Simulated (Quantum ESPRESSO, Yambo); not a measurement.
An input for Yambo 5.3.0 (NbInO4 (P2/c)):

```
HF_and_locXC
gw0
dyson
ppa
em1d
rim_cut
RandQpts= 1000000
RandGvec= 1 RL
EXXRLvcs= 80 Ry
VXCRLvcs= 320 Ry
Chimod= "HARTREE"
% BndsRnXp
 1 | 128 |
%
NGsBlkXp= 6.5 Ry
% LongDrXp
 1 | 1 | 1 |
%
% GbndRnge
 1 | 128 |
%
DysSolver= "n"
ExtendOut
PPAPntXp= 27.21138 eV
% QPkrange
 13 | 13 | 57 | 60 |
 12 | 12 | 57 | 60 |
 1 | 1 | 57 | 60 |
%
```

```sh
OMP_NUM_THREADS=2 mpirun -n 4 yambo -F gw15.in -J gw15 -C gw15 > gw15.log
```

The stored states that it reads are on a 4×4×4 mesh. The structure is monoclinic, space group P2/c (No. 13). The conventional cell has a = 4.835 Å, b = 5.771 Å, c = 5.144 Å, α = 90.00°, β = 91.13°, γ = 90.00°. Nearest to Nb lie 6 O at 1.88 to 2.13 Å. Nearest to In lie 6 O at 2.11 to 2.23 Å. O has 1 Nb at 1.88 Å and 2 In at 2.14 to 2.23 Å nearest. O has 2 Nb at 1.97 to 2.13 Å and 1 In at 2.11 Å nearest. Farther neighbours and most contacts between anions are not listed.

**Question.** Estimate wall time and host memory on 4 MPI ranks of Arm Neoverse V2, shared host.

It took 11 min; on shared hardware allow 5.7 min to 23 min. Peak host memory was 15 GiB.

The screening grows as filled bands × empty bands × pairs of k points, times the square of the screening basis for the matrix.

[Paths, hosts, dates, memory and timing lines, banners, echoed tables and standing remarks are left out of the program output.]

[Logs are printed without paths, hosts, clocks, repeated set-up lines and the standing remarks that a program may print on its own settings, such as how far it seeks lower states.]

[Runs of the session that timed out or met a known fault of the program may be left out.]

[Hosts, paths, dates, database ids (printed as entryN), source tags and the programs' standing remarks are cut or masked in the printed files.]
